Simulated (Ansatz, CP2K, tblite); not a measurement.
# CP2K on generalised stacking fault on (110) of a LiCl-LiBr solid solution (56 atoms): settings against a plane-wave reference

Aim: run generalised stacking fault on (110) of a LiCl-LiBr solid solution (56 atoms) in CP2K and see how near its forces come to a plane-wave reference, and at what cost.

Calculated with CP2K 2026.2; the method is named at each step.

## 1. The structure

The cell holds 56 atoms: 28 Li, 10 Br and 18 Cl. Its edges and angles: a = 7.448 Å, b = 5.266 Å, c = 26.384 Å, α = 90.0°, β = 84.6°, γ = 90.0°. Rock-salt LiCl lattice (a = 5.2663 Å, the value set for the mixture), cell with z along [110], 2 x 1 x 7 periods; the third cell vector is tilted by 0.667 of 1/2[1-10] and lengthened by 0.2 Å, so the cell holds one fault; displaced by a Gaussian of 0.01 Å; 10 of 28 Cl sites given to Br at random (lattice constant by Vegard's rule between LiCl and LiBr). Then every atom was moved at random, 0.03 Å r.m.s. a Cartesian component. The structure's axis is c.

The yardstick, on the same geometry:

* method: Kohn-Sham DFT, PBE, PAW, plane waves (Ansatz 0.2.0); cutoff 420 eV, Γ point, fermi-dirac smearing of 0.05 eV; PAW set soft_2
* r.m.s. force component: 0.3543 eV/Å
* longest force: 2.077 eV/Å
* pressure: 0.4981 GPa
* gap (highest filled to lowest empty level): 5.402 eV
* SCF cycles: 7
* time: 5.5 s on 4 threads of Arm Neoverse V2, shared host
* CPU time: 20 s

## 2. PBE, DZVP-UZH, 800/50 Ry, diagonalisation

Method: Kohn-Sham DFT, PBE, GTH-PBE pseudopotentials, Gaussian and plane waves, DZVP-MOLOPT (UZH set), diagonalisation.

Contents of input.inp:

```
&GLOBAL
  PROJECT cell
  RUN_TYPE ENERGY_FORCE
  PRINT_LEVEL LOW
&END GLOBAL
&FORCE_EVAL
  METHOD QS
  STRESS_TENSOR ANALYTICAL
  &DFT
    BASIS_SET_FILE_NAME BASIS_MOLOPT_UZH
    POTENTIAL_FILE_NAME POTENTIAL_UZH
    &MGRID
      CUTOFF 800
      REL_CUTOFF 50
      NGRIDS 5
    &END MGRID
    &QS
      EPS_DEFAULT 1.0E-12
    &END QS
    &SCF
      SCF_GUESS ATOMIC
      EPS_SCF 1.0E-06
      MAX_SCF 200
      ADDED_MOS 28
      &DIAGONALIZATION
        ALGORITHM STANDARD
      &END DIAGONALIZATION
      &SMEAR ON
        METHOD FERMI_DIRAC
        ELECTRONIC_TEMPERATURE [K] 580
      &END SMEAR
      &MIXING
        METHOD BROYDEN_MIXING
        ALPHA 0.15
        NBROYDEN 8
      &END MIXING
      &PRINT
        &RESTART OFF
        &END RESTART
      &END PRINT
    &END SCF
    &XC
      &XC_FUNCTIONAL PBE
      &END XC_FUNCTIONAL
    &END XC
    &PRINT
      &MULLIKEN ON
      &END MULLIKEN
      &HIRSHFELD ON
        SHAPE_FUNCTION DENSITY
      &END HIRSHFELD
      &MO ON
        EIGENVALUES T
        OCCUPATION_NUMBERS T
        MO_INDEX_RANGE 129 152
        &EACH
          QS_SCF 0
        &END EACH
        ADD_LAST NUMERIC
      &END MO
    &END PRINT
  &END DFT
  &SUBSYS
    &CELL
      A 7.44767 0.00000 0.00000
      B 0.00000 5.26630 0.00000
      C 2.48253 0.00000 26.26686
    &END CELL
    &COORD
      SCALED
      Li 0.67769 0.00430 0.99081
      Br 0.72178 0.00685 0.07241
      Li 0.94899 0.00178 0.14109
      Cl 0.67571 0.99338 0.21215
      Li 0.91161 0.00256 0.28444
      Cl 0.63069 0.99629 0.35380
      Li 0.85134 0.99862 0.42386
      Cl 0.58548 0.01455 0.49758
      Li 0.81538 0.99928 0.56867
      Cl 0.54234 0.00701 0.63690
      Li 0.76718 0.99735 0.70670
      Cl 0.48906 0.99681 0.77802
      Li 0.71285 0.99725 0.84978
      Cl 0.45671 0.99978 0.92147
      Li 0.17363 0.99779 0.99440
      Br 0.23197 0.00784 0.07161
      Li 0.45363 0.00293 0.14063
      Cl 0.18101 0.00034 0.21224
      Li 0.40732 0.00272 0.28292
      Br 0.13351 0.99843 0.35192
      Li 0.35112 0.00511 0.42384
      Cl 0.08151 0.99523 0.49527
      Li 0.31333 0.00184 0.56661
      Cl 0.04524 0.00551 0.63789
      Li 0.26578 0.99869 0.70952
      Cl 0.98862 0.00815 0.77748
      Li 0.21151 0.99817 0.84986
      Cl 0.94130 0.99823 0.92140
      Li 0.22844 0.50540 0.07099
      Cl 0.95739 0.49998 0.14069
      Li 0.18611 0.49813 0.21260
      Cl 0.90481 0.51113 0.28317
      Li 0.12967 0.49941 0.35468
      Br 0.84956 0.49027 0.42523
      Li 0.09885 0.50057 0.49538
      Cl 0.80947 0.49840 0.56693
      Li 0.03932 0.50087 0.63736
      Cl 0.76080 0.50158 0.70770
      Li 0.98891 0.49981 0.78097
      Cl 0.71737 0.49189 0.85128
      Li 0.94429 0.49437 0.92182
      Cl 0.67325 0.49944 0.99389
      Li 0.72754 0.49605 0.07269
      Br 0.44631 0.50844 0.14215
      Li 0.67577 0.50798 0.21139
      Br 0.40924 0.49845 0.28280
      Li 0.63780 0.49114 0.35369
      Br 0.36008 0.50032 0.42605
      Li 0.58169 0.50828 0.49742
      Cl 0.30869 0.50002 0.56625
      Li 0.53776 0.50509 0.63810
      Br 0.25468 0.50044 0.70865
      Li 0.49414 0.50480 0.78112
      Br 0.21971 0.51154 0.84747
      Li 0.44341 0.49774 0.92173
      Br 0.17478 0.50328 0.99242
    &END COORD
    &KIND Li
      BASIS_SET DZVP-MOLOPT-PBE-GTH-q3
      POTENTIAL GTH-PBE-q3
    &END KIND
    &KIND Br
      BASIS_SET DZVP-MOLOPT-PBE-GTH-q7
      POTENTIAL GTH-PBE-q7
    &END KIND
    &KIND Cl
      BASIS_SET DZVP-MOLOPT-PBE-GTH-q7
      POTENTIAL GTH-PBE-q7
    &END KIND
  &END SUBSYS
  &PRINT
    &FORCES ON
    &END FORCES
    &STRESS_TENSOR ON
    &END STRESS_TENSOR
  &END PRINT
&END FORCE_EVAL
```

On the command line:

```
$ OMP_NUM_THREADS=1 mpirun -np 4 cp2k.psmp -i input.inp > output.txt
```

Numbers of over 12 decimals in the logs are rounded to 6 here.

Output:

```text
CP2K| version string:                                       CP2K version 2026.2
 CP2K| Input file name                                                 input.inp
 GLOBAL| Basis set file name                                    BASIS_MOLOPT_UZH
 GLOBAL| Potential file name                                       POTENTIAL_UZH
 GLOBAL| Run type                                                   ENERGY_FORCE
 GLOBAL| Total number of message passing processes                             4
 GLOBAL| Number of threads for this process                                    1
 TOTAL NUMBERS AND MAXIMUM NUMBERS
  Total number of            - Atomic kinds:                                   3
                             - Atoms:                                         56
                             - Shell sets:                                    56
                             - Shells:                                       252
                             - Primitive Cartesian functions:                252
                             - Cartesian basis functions:                    560
                             - Spherical basis functions:                    532
  Maximum angular momentum of- Orbital basis functions:                        2
                             - Local part of the GTH pseudopotential:          6
                             - Non-local part of the GTH pseudopotential:      4
 SCF PARAMETERS         Density guess:                                    ATOMIC
                        max_scf:                                             200
                        eps_scf:                                        1.00E-06
                        added MOs                                        28    0
                        Mixing method:                            BROYDEN_MIXING
                                                charge density mixing in g-space
                        Smear method:                                FERMI_DIRAC
                        Electronic temperature [K]:                        580.0
                        Electronic temperature [a.u.]:                  1.84E-03
                        Accuracy threshold:                             1.00E-10
 Extrapolation method: initial_guess
 Number of electrons:                                                        280
 Number of occupied orbitals:                                                140
 Number of molecular orbitals:                                               168
 Number of orbital functions:                                                532
 Number of independent orbital functions:                                    532
 SCF WAVEFUNCTION OPTIMIZATION
  Step     Update method      Time    Convergence         Total energy    Change
     1 NoMix/Diag. 0.15E+00    2.0     0.66500335      -616.4567367277 -6.16E+02
     2 Broy./Diag. 0.15E+00    3.1     0.03362957      -600.9948552743  1.55E+01
     3 Broy./Diag. 0.15E+00    3.1     0.11013603      -610.1719447426 -9.18E+00
     4 Broy./Diag. 0.15E+00    3.1     0.00432251      -616.4643959152 -6.29E+00
[...]
23 Broy./Diag. 0.15E+00    3.3     0.00000129      -616.2772618200 -1.02E-05
    24 Broy./Diag. 0.15E+00    3.3     0.00000080      -616.2772591946  2.63E-06
  *** SCF run converged in    24 steps ***
  Electronic density on regular grids:       -279.9999999999        0.0000000001
  Core density on regular grids:              279.9999999996       -0.0000000004
  Total charge density on r-space grids:       -0.0000000003
  Total charge density g-space grids:          -0.0000000003
  Overlap energy of the core charge distribution:               3.54904e-09
  Self energy of the core charge distribution:              -1060.672308
  Core Hamiltonian energy:                                    212.528872
  Hartree energy:                                             363.568766
  Exchange-correlation energy:                               -131.702590
  Electronic entropic energy:                                  -0.000000
  Fermi energy:                                                 0.166711
  Total energy:                                              -616.277259
  Total energy (extrapolated to T->0):                       -616.277259
 MO| EIGENVALUES AND OCCUPATION NUMBERS
 MO|
 MO|  Index      Eigenvalue [a.u.]        Eigenvalue [eV]             Occupation
 MO|    129               0.008351               0.227237               2.000000
 MO|    130               0.009757               0.265503               2.000000
 MO|    131               0.011667               0.317473               2.000000
[...]
MO|    151               0.297507               8.095584               0.000000
 MO|    152               0.300385               8.173894               0.000000
 MO| Sum:                                                             280.000000
 MO| E(Fermi):            0.166711 a.u.          4.536438 eV
 MO| Band gap:            0.195070 a.u.          5.308130 eV
 !-----------------------------------------------------------------------------!
                     Mulliken Population Analysis
 #  Atom  Element  Kind  Atomic population                           Net charge
       1     Li       1          2.460377                              0.539623
       2     Br       2          7.365005                             -0.365005
       3     Li       1          2.579961                              0.420039
[...]
55     Li       1          2.587102                              0.412898
      56     Br       2          7.356812                             -0.356812
 # Total charge                            280.000000                 -0.000000
 !-----------------------------------------------------------------------------!
 !-----------------------------------------------------------------------------!
                           Hirshfeld Charges
  #Atom  Element  Kind  Ref Charge     Population                    Net charge
      1       Li     1       3.000          2.871                         0.129
      2       Br     2       7.000          7.102                        -0.102
      3       Li     1       3.000          2.880                         0.120
[...]
55       Li     1       3.000          2.877                         0.123
     56       Br     2       7.000          7.098                        -0.098
  Total Charge                                                           -0.000
 !-----------------------------------------------------------------------------!
 ENERGY| Total FORCE_EVAL ( QS ) energy [hartree]           -616.277256
 FORCES| Atomic forces [hartree/bohr]
 FORCES|   Atom     x               y               z               |f|
 FORCES|      1 -6.94487312E-03 -5.00334967E-04 -2.68130034E-02   2.77023239E-02
 FORCES|      2  1.10747329E-02 -2.96942012E-03  2.31068463E-02   2.57952226E-02
 FORCES|      3  2.11869267E-03 -1.57218470E-04  4.34612173E-03   4.83759758E-03
[...]
FORCES|     55  6.65079856E-03  2.18597051E-04  1.19679771E-03   6.76115603E-03
 FORCES|     56 -1.23665497E-02 -4.35776840E-04 -3.44885908E-02   3.66412930E-02
 FORCES| Sum    -1.44756302E-05  2.10936492E-06  1.06764931E-05
 FORCES| Total atomic force                                       1.81102401E-05
 STRESS| Analytical stress tensor [bar]
 STRESS|                        x                   y                   z
 STRESS|      x        3.64176398673E+04   8.62197196554E+01   5.81524676912E+03
 STRESS|      y        8.62197196554E+01  -2.72921883117E+04  -4.76519547773E+01
 STRESS|      z        5.81524676912E+03  -4.76519547773E+01   1.22600182035E+04
 STRESS| 1/3 Trace                                             7.12848991967E+03
```

It took 85 s on 4 MPI ranks of Arm Neoverse V2, shared host; peak memory 4.5 GiB; 5.7 min of CPU time.

Banners, paths, timers and routine set-up lines are dropped from the logs unmarked, and long logs keep their key lines alone; longer cuts are marked.

Compared with the plane-wave run:

```
r.m.s. force component                           : 0.3732 eV/Å
r.m.s. difference of force components            : 22.21 meV/Å
longest difference of force vectors              : 104.6 meV/Å
force difference over r.m.s. force               : 6.268 %
slope of forces against the reference's          : 1.053
correlation of force components                  : 0.9995
gap (highest filled to lowest empty level) : 5.308 eV
gap difference                                   : -0.0934 eV
pressure                                         : 0.7128 GPa
pressure difference                              : 0.2147 GPa
```

Length of the force difference by element (eV/Å):

```
element  atoms   mean   most
     Br     10  0.042   0.10
     Cl     18  0.018  0.089
     Li     28  0.034  0.085
```

Levels nearest the highest filled one (eV from it): -0.59, -0.56, -0.50, -0.48, -0.38, -0.36, -0.35, -0.33, -0.32, -0.23, -0.12, 0.00, 5.31, 5.77, 5.83, 6.66, 6.70, 6.88, 7.00, 7.09, 7.12, 7.26, 7.27, 7.35.

The surroundings of Cl6, picked at random, nearest first, numbered as they follow in the input and with coordinates relative to it.

```
atom      x      y      z  distance (Å)  bonds  Hirshfeld charge (e)     Fx     Fy  Fz (eV/Å)
 Cl6   0.00   0.00   0.00          0.00      6                 -0.14   0.04   0.03       0.03
 Li7   1.82   0.01   1.84          2.59      6                  0.11  -0.12  -0.06       0.21
Li47   0.05   2.61   0.00          2.61      6                  0.11   0.05   0.04      -0.16
Li19  -1.84   0.03  -1.86          2.62      6                  0.10   0.17  -0.05      -0.19
 Li5   1.92   0.03  -1.82          2.65      6                  0.12  -0.28  -0.01      -0.28
Li21  -1.91   0.05   1.84          2.65      6                  0.11   0.24  -0.05       0.25
Li47   0.05  -2.66   0.00          2.66      6                  0.11   0.05   0.04      -0.16
Cl32   1.87  -2.55  -1.86          3.67      6                 -0.14   0.08  -0.13      -0.03
Br34   1.81   2.60   1.88          3.68      6                 -0.08   0.26   0.16      -0.02
```

Forces lie 6.3 % from the reference's, at 17 times its CPU time.

## 3. GFN1-xTB, diagonalisation

Method: GFN1-xTB tight binding (the program's own implementation), diagonalisation.

Contents of input.inp:

```
&GLOBAL
  PROJECT cell
  RUN_TYPE ENERGY_FORCE
  PRINT_LEVEL LOW
&END GLOBAL
&FORCE_EVAL
  METHOD QS
  STRESS_TENSOR ANALYTICAL
  &DFT
    &QS
      METHOD XTB
      &XTB
        GFN_TYPE 1
        DO_EWALD T
        CHECK_ATOMIC_CHARGES F
      &END XTB
    &END QS
    &SCF
      SCF_GUESS ATOMIC
      EPS_SCF 1.0E-06
      MAX_SCF 200
      ADDED_MOS 42
      &DIAGONALIZATION
        ALGORITHM STANDARD
      &END DIAGONALIZATION
      &SMEAR ON
        METHOD FERMI_DIRAC
        ELECTRONIC_TEMPERATURE [K] 580
      &END SMEAR
      &MIXING
        METHOD BROYDEN_MIXING
        ALPHA 0.15
        NBROYDEN 8
      &END MIXING
      &PRINT
        &RESTART OFF
        &END RESTART
      &END PRINT
    &END SCF
    &PRINT
      &MULLIKEN ON
      &END MULLIKEN
    &END PRINT
  &END DFT
  &SUBSYS
    &CELL
      A 7.44767 0.00000 0.00000
      B 0.00000 5.26630 0.00000
      C 2.48253 0.00000 26.26686
    &END CELL
    &COORD
      Li 7.50693 0.02265 26.02547
      Br 5.55534 0.03607 1.90198
      Li 7.41802 0.00937 3.70599
      Cl 5.55913 5.23144 5.57251
      Li 7.49550 0.01348 7.47135
      Cl 5.57549 5.24676 9.29322
      Li 7.39274 5.25903 11.13347
      Cl 5.59572 0.07662 13.06986
      Li 7.48442 5.26251 14.93718
      Cl 5.62029 0.03692 16.72936
      Li 7.46811 5.25234 18.56279
      Cl 5.57382 5.24950 20.43614
      Li 7.41868 5.25182 22.32105
      Cl 5.68900 5.26514 24.20412
      Li 3.76177 5.25466 26.11977
      Br 1.90541 0.04129 1.88097
      Li 3.72760 0.01543 3.69391
      Cl 1.87499 0.00179 5.57488
      Li 3.73594 0.01432 7.43142
      Br 1.86799 5.25803 9.24383
[... 32 atom lines left out ...]
      Li 5.61935 2.65843 20.51757
      Br 3.74020 2.69392 22.26038
      Li 5.59059 2.62125 24.21095
      Br 3.76542 2.65042 26.06776
    &END COORD
  &END SUBSYS
  &PRINT
    &FORCES ON
    &END FORCES
    &STRESS_TENSOR ON
    &END STRESS_TENSOR
  &END PRINT
&END FORCE_EVAL
```

On the command line:

```
$ OMP_NUM_THREADS=1 cp2k.psmp -i input.inp > output.txt
```

Output:

```text
CP2K| version string:                                       CP2K version 2026.2
 CP2K| Input file name                                                 input.inp
 GLOBAL| Basis set file name                                           BASIS_SET
 GLOBAL| Potential file name                                           POTENTIAL
[... lines left out ...]
                        Smear method:                                FERMI_DIRAC
[... lines left out ...]
 Number of electrons:                                                        224
[... lines left out ...]
  Step     Update method      Time    Convergence         Total energy    Change
[... lines left out ...]
  *** SCF run converged in    73 steps ***
[... lines left out ...]
  Fermi energy:                                                -0.214903
  Total energy:                                              -129.222277
  Total energy (extrapolated to T->0):                       -129.222277
[... lines left out ...]
 ENERGY| Total FORCE_EVAL ( QS ) energy [hartree]           -129.222277
[... lines left out ...]
 FORCES|      1 -6.79495213E-03 -6.71428805E-04 -3.31860069E-02   3.38811635E-02
 FORCES|      2  1.39019969E-02 -3.15243558E-03  2.90385267E-02   3.23487156E-02
 FORCES|      3  1.66273201E-03 -1.43912479E-04  4.03851822E-03   4.36978466E-03
[...]
FORCES|     55  5.50895273E-03  2.50034744E-04 -3.49406667E-04   5.52568209E-03
 FORCES|     56 -1.57812658E-02 -6.26730568E-04 -5.10193788E-02   5.34080345E-02
 FORCES| Sum     1.02695630E-15 -8.74951153E-17  2.07472928E-15
 FORCES| Total atomic force                                       2.31663467E-15
 STRESS| Analytical stress tensor [bar]
 STRESS|                        x                   y                   z
 STRESS|      x       -1.57262316773E+04   6.62897531096E+01   5.65388297375E+02
 STRESS|      y        6.62897531096E+01  -2.27588239673E+04   1.64016797939E+02
 STRESS|      z        5.65388297375E+02   1.64016797939E+02  -1.98539711799E+04
 STRESS| 1/3 Trace                                            -1.94463422748E+04
```

Wall time 5.7 s (1 thread); peak memory 0.24 GiB.

Numbers from this run, and their distance from the reference:

```yaml
r_m_s_force_component: 0.4844 eV/Å
r_m_s_difference_of_force_components: 155 meV/Å
longest_difference_of_force_vectors: 1041 meV/Å
force_difference_over_r_m_s_force: 43.74 %
slope_of_forces_against_the_reference_s: 1.339
correlation_of_force_components: 0.9793
pressure: -1.945 GPa
pressure_difference: -2.443 GPa
```

Against the first run (6.3 %), the force difference from the reference is 44 %, at 0.017 times the CPU time (on 1 against 4 cores) (73 SCF steps against 24); the model has changed, so this is no error of the program alone.

The difference per atom is largest on Br (0.31 eV/Å on average, against 0.12 on Li).

(Part 1 of 2 ends here.)

[Also dropped from logs without a mark: logging warnings of Python, and SIESTA's first energy breakdown and zero terms.]

[Logs are printed without paths, hosts, clocks, repeated set-up lines and the standing remarks that a program may print on its own settings, such as how far it seeks lower states.]

[Hosts, paths, dates, database ids (printed as entryN), source tags and the programs' standing remarks are cut or masked in the printed files.]
